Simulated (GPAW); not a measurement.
## Screening of a field by a 2-layer slab of Ir(100)

Wanted: the out-of-plane polarisability of a 2-layer slab of Ir(100).

Program: GPAW 26.7.0. Level of theory: GPAW, PAW setups; slab in vacuum. Results are calculated unless marked as measured.

### Step 1. The structure

The cell holds 2 atoms: 2 Ir. Its edges and angles: a = 2.715 Å, b = 2.715 Å, c = 19.920 Å, α = 90.0°, β = 90.0°, γ = 90.0°. Vacuum lies along c.

### Step 2. Relaxing the atoms

Forces are removed first; all later runs use this geometry. The lowest 1 atoms are held at bulk positions and keep their forces.

run.py reads:

```python
import json
import numpy as np
from ase import Atoms
from ase.constraints import FixAtoms
from ase.optimize import BFGS
from gpaw import GPAW, PW

slab = Atoms(
    ['Ir', 'Ir'],
    positions=[
        [1.35765, 1.35765, 9.00000],
        [0.00000, 0.00000, 10.92000]],
    cell=[[2.71529, 0.0, 0.0], [0.0, 2.71529, 0.0], [0.0, 0.0, 19.92]],
    pbc=[True, True, False])

slab.calc = GPAW(mode=PW(400), xc='PBE', kpts={'size': (12, 12, 1), 'gamma': True},
                 occupations={'name': 'fermi-dirac', 'width': 0.1}, nbands='140%',
                 convergence={'density': 0.0001}, maxiter=200,
                 poissonsolver={'dipolelayer': 'xy'},
                 symmetry={'tolerance': 1e-3, 'extra_ids': [1, 0]}, txt='slab.txt')
result = {}
slab.set_constraint(FixAtoms([0]))
path = []
opt = BFGS(slab, maxstep=0.2)
opt.attach(lambda: path.append((slab.get_potential_energy(), slab.positions.tolist(), slab.get_forces().tolist())))
result['relaxed'] = bool(opt.run(fmax=0.05, steps=30))
result['path'] = path
energy = slab.get_potential_energy()
fermi = slab.calc.get_fermi_level()
v = slab.calc.get_electrostatic_potential().mean((0, 1)) - fermi
n = slab.calc.get_pseudo_density().mean((0, 1))
L = slab.cell[2, 2]
z = np.arange(len(v)) * L / len(v)
low, high = slab.positions[:, 2].min(), slab.positions[:, 2].max()
below, above = np.interp([low - 6.8, high + 6.8], z, v)
slopes = [np.interp(x, z, np.gradient(v, z)) for x in (low - 6.8, high + 6.8)]
eps = np.array([[slab.calc.get_eigenvalues(k, s) for k in range(len(slab.calc.get_ibz_k_points()))]
                for s in range(slab.calc.get_number_of_spins())]) - fermi
top, bottom = eps[eps < 0].max(), eps[eps > 0].min()
dipole = slab.get_dipole_moment()[2]
print(f'energy {energy:.4f} eV, Fermi level {fermi:.4f} eV, dipole {dipole:.5f} e A')
print(f'potential 6.8 A off the faces, from the Fermi level: lower {below:.4f} eV, upper {above:.4f} eV')
print(f'slope of the potential there: lower {slopes[0]:.5f}, upper {slopes[1]:.5f} eV/A')
print(f'nearest levels on the mesh: {top:.4f} and {bottom:.4f} eV')
print('magnetic moment', round(slab.get_magnetic_moment(), 3))
result.update(energy=energy, fermi=fermi, dipole=dipole, below=below, above=above, slopes=slopes, edges=[top, bottom],
              z=z.tolist(), v=v.tolist(), n=n.tolist(), positions=slab.positions.tolist(),
              forces=slab.get_forces(apply_constraint=False).tolist(), moments=slab.get_magnetic_moments().tolist())
json.dump(result, open('result.json', 'w'))
```

The run is started by

```console
$ OMP_NUM_THREADS=1 OPENBLAS_NUM_THREADS=1 python run.py
```

The log of the run:

```text
Step          Energy          fmax
BFGS:    0      -15.961708        1.557428
BFGS:    1      -15.994719        1.408711
BFGS:    2      -16.070814        0.960719
BFGS:    3      -16.098338        0.227408
BFGS:    4      -16.100298        0.023416
energy -16.0377 eV, Fermi level -1.7502 eV, dipole 0.00000 e A
potential 6.8 A off the faces, from the Fermi level: lower 5.6920 eV, upper 5.6933 eV
slope of the potential there: lower 0.00000, upper 0.00023 eV/A
nearest levels on the mesh: -0.0604 and 0.0478 eV
magnetic moment 0.0
```

Elapsed: 45 s, on 1 thread of AMD EPYC 9R45, shared host; peak memory 0.19 GiB.

The steps of the relaxation:

| step | energy less that of the first step (eV) | largest force (eV/Å) |
| --- | --- | --- |
| 1 | 0.0000 | 1.5574 |
| 2 | -0.0342 | 1.4087 |
| 3 | -0.1207 | 0.9607 |
| 4 | -0.1443 | 0.2274 |
| 5 | -0.1471 | 0.0234 |

The atoms that moved most (Å):

| atom | dx | dy | dz | length |
| --- | --- | --- | --- | --- |
| Ir2 | 0.000 | 0.000 | -0.157 | 0.157 |

The relaxed structure:

```cif
data_structure
_symmetry_space_group_name_H-M 'P 1'
_symmetry_Int_Tables_number 1
_cell_length_a 2.7153
_cell_length_b 2.7153
_cell_length_c 19.9200
_cell_angle_alpha 90.000
_cell_angle_beta 90.000
_cell_angle_gamma 90.000
_cell_volume 146.87
loop_
_atom_site_label
_atom_site_type_symbol
_atom_site_fract_x
_atom_site_fract_y
_atom_site_fract_z
_atom_site_occupancy
Ir1 Ir 0.50000 0.50000 0.45181 1
Ir2 Ir 0.00000 0.00000 0.54033 1
```

Numbers from this step:

- dipole along the normal: 1.93e-6 e·Å
- levels nearest the Fermi level on the mesh: -0.06044, 0.04777 eV from the Fermi level
- upper work function: 5.693 eV
- lower work function: 5.692 eV

The electrostatic potential energy of an electron (without an applied field's), less the Fermi level, planar mean by z:

| z (Å) | electrostatic potential energy of an electron (without an applied field's), less the Fermi level, planar mean (eV) |
| --- | --- |
| 0.0 | 5.69 |
| 0.5 | 5.69 |
| 1.0 | 5.69 |
| 1.5 | 5.69 |
| 2.0 | 5.69 |
| 2.5 | 5.69 |
| 3.0 | 5.69 |
| 3.5 | 5.69 |
| 4.0 | 5.69 |
| 4.5 | 5.69 |
| 5.0 | 5.69 |
| 5.5 | 5.69 |
| 6.0 | 5.67 |
| 6.5 | 5.60 |
| 7.0 | 5.35 |
| 7.5 | 4.39 |
| 8.0 | 0.696 |
| 8.5 | -12.0 |
| 9.0 | -26.1 |
| 9.5 | -13.5 |
| 10.0 | -7.39 |
| 10.5 | -21.6 |
| 11.0 | -21.9 |
| 11.5 | -4.40 |
| 12.0 | 3.04 |
| 12.5 | 5.00 |
| 13.0 | 5.51 |
| 13.5 | 5.64 |
| 14.0 | 5.68 |
| 14.5 | 5.69 |
| 15.0 | 5.69 |
| 15.5 | 5.69 |
| 16.0 | 5.69 |
| 16.5 | 5.69 |
| 17.0 | 5.69 |
| 17.5 | 5.69 |
| 18.0 | 5.69 |
| 18.5 | 5.69 |
| 19.0 | 5.69 |
| 19.5 | 5.69 |

Pseudo valence density, planar mean against z:

z (Å), pseudo valence density, planar mean (e/Å³) and a bar:
```
      5.0       0.00 
      5.5       0.00 
      6.0       0.00 
      6.5       0.00 
      7.0       0.01 
      7.5       0.05 #
      8.0       0.21 ###
      8.5       0.78 ############
      9.0       1.91 ##############################
      9.5       0.90 ##############
     10.0       0.63 ##########
     10.5       1.49 #######################
     11.0       1.55 ########################
     11.5       0.42 #######
     12.0       0.11 ##
     12.5       0.03 
     13.0       0.01 
     13.5       0.00 
     14.0       0.00 
     14.5       0.00
```

The relaxation lowered the energy of the cell by 0.147 eV (energies extrapolated to zero smearing; the optimiser's log prints free energies). The largest force left on a free atom is 0.023 eV/Å.

### Step 3. Plane waves, PBE

With the geometry fixed, the planar mean of the potential gives the vacuum level on each side.

run.py, as its differences from that of step 2:

```diff
@@ -3,4 +3,2 @@
 from ase import Atoms
-from ase.constraints import FixAtoms
-from ase.optimize import BFGS
 from gpaw import GPAW, PW
@@ -11,3 +9,3 @@
         [1.35765, 1.35765, 9.00000],
-        [0.00000, 0.00000, 10.92000]],
+        [-0.00000, -0.00000, 10.76332]],
     cell=[[2.71529, 0.0, 0.0], [0.0, 2.71529, 0.0], [0.0, 0.0, 19.92]],
@@ -17,12 +15,6 @@
                  occupations={'name': 'fermi-dirac', 'width': 0.1}, nbands='140%',
-                 convergence={'density': 0.0001}, maxiter=200,
+                 convergence={'density': 1e-05}, maxiter=200,
                  poissonsolver={'dipolelayer': 'xy'},
-                 symmetry={'tolerance': 1e-3, 'extra_ids': [1, 0]}, txt='slab.txt')
+                 symmetry={'tolerance': 1e-3}, txt='slab.txt')
 result = {}
-slab.set_constraint(FixAtoms([0]))
-path = []
-opt = BFGS(slab, maxstep=0.2)
-opt.attach(lambda: path.append((slab.get_potential_energy(), slab.positions.tolist(), slab.get_forces().tolist())))
-result['relaxed'] = bool(opt.run(fmax=0.05, steps=30))
-result['path'] = path
 energy = slab.get_potential_energy()
```

The log of the run:

```text
energy -16.0378 eV, Fermi level -1.7501 eV, dipole 0.00004 e A
potential 6.8 A off the faces, from the Fermi level: lower 5.6918 eV, upper 5.6931 eV
slope of the potential there: lower -0.00000, upper 0.00024 eV/A
nearest levels on the mesh: -0.0604 and 0.0478 eV
magnetic moment 0.0
```

Run time: 11 s. Hardware: 1 thread; peak memory 0.18 GiB.

This step gave:

* dipole along the normal: 3.62e-5 e·Å

Table of electrostatic potential energy of an electron (without an applied field's), less the Fermi level, planar mean by z:

(Unchanged from step 2.)

Table of pseudo valence density, planar mean by z:

| z (Å) | pseudo valence density, planar mean (e/Å³) |
| --- | --- |
| 5.0 | 6.5e-5 |
| 5.5 | 2.5e-4 |
| 6.0 | 9.3e-4 |
| 6.5 | 0.00364 |
| 7.0 | 0.0138 |
| 7.5 | 0.0528 |
| 8.0 | 0.213 |
| 8.5 | 0.780 |
| 9.0 | 1.91 |
| 9.5 | 0.902 |
| 10.0 | 0.633 |
| 10.5 | 1.49 |
| 11.0 | 1.55 |
| 11.5 | 0.423 |
| 12.0 | 0.109 |
| 12.5 | 0.0280 |
| 13.0 | 0.00739 |
| 13.5 | 0.00188 |
| 14.0 | 5.1e-4 |
| 14.5 | 1.3e-4 |

The potential is flat to 2.4e-4 eV/Å where it is read, so the vacuum is wide enough.

### Step 4. In a field

A uniform field along the normal polarises the slab; the atoms stay fixed, so this is the electronic response alone.

run.py, as its differences from that of step 3:

```diff
@@ -4,2 +4,3 @@
 from gpaw import GPAW, PW
+from gpaw.external import ConstantElectricField
 
@@ -17,2 +18,3 @@
                  poissonsolver={'dipolelayer': 'xy'},
+                 external=ConstantElectricField(-0.2, [0, 0, 1]),
                  symmetry={'tolerance': 1e-3}, txt='slab.txt')
```

The log of the run:

```text
energy -16.0419 eV, Fermi level -1.7406 eV, dipole -0.04197 e A
potential 6.8 A off the faces, from the Fermi level: lower 5.1648 eV, upper 6.1948 eV
slope of the potential there: lower -0.00019, upper 0.00007 eV/A
nearest levels on the mesh: -0.0606 and 0.0478 eV
magnetic moment 0.0
```

Elapsed: 25 s, on 1 thread; peak memory 0.26 GiB.

This step gave:

- dipole along the normal: -0.04197 e·Å
- levels nearest the Fermi level on the mesh: -0.06061, 0.04776 eV from the Fermi level
- potential below the slab, the applied field's own ramp left out: 5.165 eV from the Fermi level
- potential above the slab, the applied field's own ramp left out: 6.195 eV from the Fermi level

Electrostatic potential energy of an electron (without an applied field's), less the Fermi level, planar mean against z:

z (Å), electrostatic potential energy of an electron (without an applied field's), less the Fermi level, planar mean (eV) and a bar from the least value:
```
      0.0        5.7 ##############################
      0.5        5.2 #############################
      1.0        5.2 #############################
      1.5        5.2 #############################
      2.0        5.2 #############################
      2.5        5.2 #############################
      3.0        5.2 #############################
      3.5        5.2 #############################
      4.0        5.2 #############################
      4.5        5.2 #############################
      5.0        5.2 #############################
      5.5        5.2 #############################
      6.0        5.1 #############################
      6.5        5.1 #############################
      7.0        4.8 #############################
      7.5        3.9 ############################
      8.0        0.3 #########################
      8.5      -12.3 #############
      9.0      -26.3 
      9.5      -13.6 ############
     10.0       -7.4 #################
     10.5      -21.5 ####
     11.0      -21.7 ####
     11.5       -4.1 #####################
     12.0        3.4 ###########################
     12.5        5.5 #############################
     13.0        6.0 ##############################
     13.5        6.1 ##############################
     14.0        6.2 ##############################
     14.5        6.2 ##############################
     15.0        6.2 ##############################
     15.5        6.2 ##############################
     16.0        6.2 ##############################
     16.5        6.2 ##############################
     17.0        6.2 ##############################
     17.5        6.2 ##############################
     18.0        6.2 ##############################
     18.5        6.2 ##############################
     19.0        6.2 ##############################
     19.5        6.2 ##############################
```

The dipole is now -0.0420 e Å, against 3.6e-5 in the run without a field.

### Step 5. Field on

run.py, as its differences from that of step 4:

```diff
@@ -18,3 +18,3 @@
                  poissonsolver={'dipolelayer': 'xy'},
-                 external=ConstantElectricField(-0.2, [0, 0, 1]),
+                 external=ConstantElectricField(-0.1, [0, 0, 1]),
                  symmetry={'tolerance': 1e-3}, txt='slab.txt')
```

The log of the run:

```text
energy -16.0388 eV, Fermi level -1.7448 eV, dipole -0.02102 e A
potential 6.8 A off the faces, from the Fermi level: lower 5.4276 eV, upper 5.9431 eV
slope of the potential there: lower -0.00010, upper 0.00016 eV/A
nearest levels on the mesh: -0.0605 and 0.0478 eV
magnetic moment 0.0
```

Run time: 27 s. Hardware: 1 thread; peak memory 0.26 GiB.

Numbers from this step:

```
dipole along the normal                                         : -0.02102 e·Å
levels nearest the Fermi level on the mesh                      : -0.06048, 0.04777 eV from the Fermi level
potential below the slab, the applied field's own ramp left out : 5.428 eV from the Fermi level
potential above the slab, the applied field's own ramp left out : 5.943 eV from the Fermi level
```

Table of electrostatic potential energy of an electron (without an applied field's), less the Fermi level, planar mean by z:

| z (Å) | electrostatic potential energy of an electron (without an applied field's), less the Fermi level, planar mean (eV) |
| --- | --- |
| 0 | 5.69 |
| 1 | 5.43 |
| 2 | 5.43 |
| 3 | 5.43 |
| 4 | 5.43 |
| 5 | 5.43 |
| 6 | 5.41 |
| 7 | 5.10 |
| 8 | 0.498 |
| 9 | -26.2 |
| 10 | -7.39 |
| 11 | -21.8 |
| 12 | 3.24 |
| 13 | 5.75 |
| 14 | 5.93 |
| 15 | 5.94 |
| 16 | 5.94 |
| 17 | 5.94 |
| 18 | 5.94 |
| 19 | 5.94 |

The dipole is now -0.0210 e Å, against 3.6e-5 in the run without a field.

### Step 6. Field on

run.py, as its differences from that of step 5:

```diff
@@ -18,3 +18,3 @@
                  poissonsolver={'dipolelayer': 'xy'},
-                 external=ConstantElectricField(-0.1, [0, 0, 1]),
+                 external=ConstantElectricField(-0.05, [0, 0, 1]),
                  symmetry={'tolerance': 1e-3}, txt='slab.txt')
```

The log of the run:

```text
energy -16.0380 eV, Fermi level -1.7473 eV, dipole -0.01054 e A
potential 6.8 A off the faces, from the Fermi level: lower 5.5596 eV, upper 5.8178 eV
slope of the potential there: lower -0.00005, upper 0.00020 eV/A
nearest levels on the mesh: -0.0605 and 0.0478 eV
magnetic moment 0.0
```

Elapsed: 27 s, on 1 thread; peak memory 0.26 GiB.

### Step 7. In a field

run.py, as its differences from that of step 6:

```diff
@@ -18,3 +18,3 @@
                  poissonsolver={'dipolelayer': 'xy'},
-                 external=ConstantElectricField(-0.05, [0, 0, 1]),
+                 external=ConstantElectricField(0.05, [0, 0, 1]),
                  symmetry={'tolerance': 1e-3}, txt='slab.txt')
```

The log of the run:

```text
energy -16.0380 eV, Fermi level -1.7531 eV, dipole 0.01040 e A
potential 6.8 A off the faces, from the Fermi level: lower 5.8245 eV, upper 5.5687 eV
slope of the potential there: lower 0.00004, upper 0.00028 eV/A
nearest levels on the mesh: -0.0605 and 0.0478 eV
magnetic moment 0.0
```

Wall time 27 s (1 thread); peak memory 0.26 GiB.

### Step 8. In a field

run.py, as its differences from that of step 7:

```diff
@@ -18,3 +18,3 @@
                  poissonsolver={'dipolelayer': 'xy'},
-                 external=ConstantElectricField(0.05, [0, 0, 1]),
+                 external=ConstantElectricField(0.1, [0, 0, 1]),
                  symmetry={'tolerance': 1e-3}, txt='slab.txt')
```

The log of the run:

```text
energy -16.0388 eV, Fermi level -1.7564 eV, dipole 0.02087 e A
potential 6.8 A off the faces, from the Fermi level: lower 5.9576 eV, upper 5.4446 eV
slope of the potential there: lower 0.00009, upper 0.00033 eV/A
nearest levels on the mesh: -0.0605 and 0.0478 eV
magnetic moment 0.0
```

Elapsed: 27 s, on 1 thread; peak memory 0.26 GiB.

Electrostatic potential energy of an electron (without an applied field's), less the Fermi level, planar mean against z:

| z (Å) | electrostatic potential energy of an electron (without an applied field's), less the Fermi level, planar mean (eV) |
| --- | --- |
| 0.0 | 5.70 |
| 0.5 | 5.96 |
| 1.0 | 5.96 |
| 1.5 | 5.96 |
| 2.0 | 5.96 |
| 2.5 | 5.96 |
| 3.0 | 5.96 |
| 3.5 | 5.96 |
| 4.0 | 5.96 |
| 4.5 | 5.96 |
| 5.0 | 5.96 |
| 5.5 | 5.95 |
| 6.0 | 5.93 |
| 6.5 | 5.86 |
| 7.0 | 5.60 |
| 7.5 | 4.62 |
| 8.0 | 0.895 |
| 8.5 | -11.9 |
| 9.0 | -26.0 |
| 9.5 | -13.4 |
| 10.0 | -7.40 |
| 10.5 | -21.6 |
| 11.0 | -22.0 |
| 11.5 | -4.56 |
| 12.0 | 2.84 |
| 12.5 | 4.77 |
| 13.0 | 5.27 |
| 13.5 | 5.40 |
| 14.0 | 5.43 |
| 14.5 | 5.44 |
| 15.0 | 5.44 |
| 15.5 | 5.44 |
| 16.0 | 5.44 |
| 16.5 | 5.44 |
| 17.0 | 5.44 |
| 17.5 | 5.44 |
| 18.0 | 5.44 |
| 18.5 | 5.44 |
| 19.0 | 5.44 |
| 19.5 | 5.45 |

The dipole is now 0.0209 e Å, against 3.6e-5 in the run without a field.

### Step 9. Field on

run.py, as its differences from that of step 8:

```diff
@@ -18,3 +18,3 @@
                  poissonsolver={'dipolelayer': 'xy'},
-                 external=ConstantElectricField(0.1, [0, 0, 1]),
+                 external=ConstantElectricField(0.2, [0, 0, 1]),
                  symmetry={'tolerance': 1e-3}, txt='slab.txt')
```

The log of the run:

```text
energy -16.0419 eV, Fermi level -1.7638 eV, dipole 0.04183 e A
potential 6.8 A off the faces, from the Fermi level: lower 6.2250 eV, upper 5.1975 eV
slope of the potential there: lower 0.00018, upper 0.00041 eV/A
nearest levels on the mesh: -0.0606 and 0.0478 eV
magnetic moment 0.0
```

Elapsed: 26 s, on 1 thread; peak memory 0.26 GiB.

The dipole is now 0.0418 e Å, against 3.6e-5 in the run without a field.

(Continued in part 2 of 2.)

[Logs are printed without paths, hosts, clocks, repeated set-up lines and the standing remarks that a program may print on its own settings, such as how far it seeks lower states.]

[Hosts, paths, dates, database ids (printed as entryN), source tags and the programs' standing remarks are cut or masked in the printed files.]
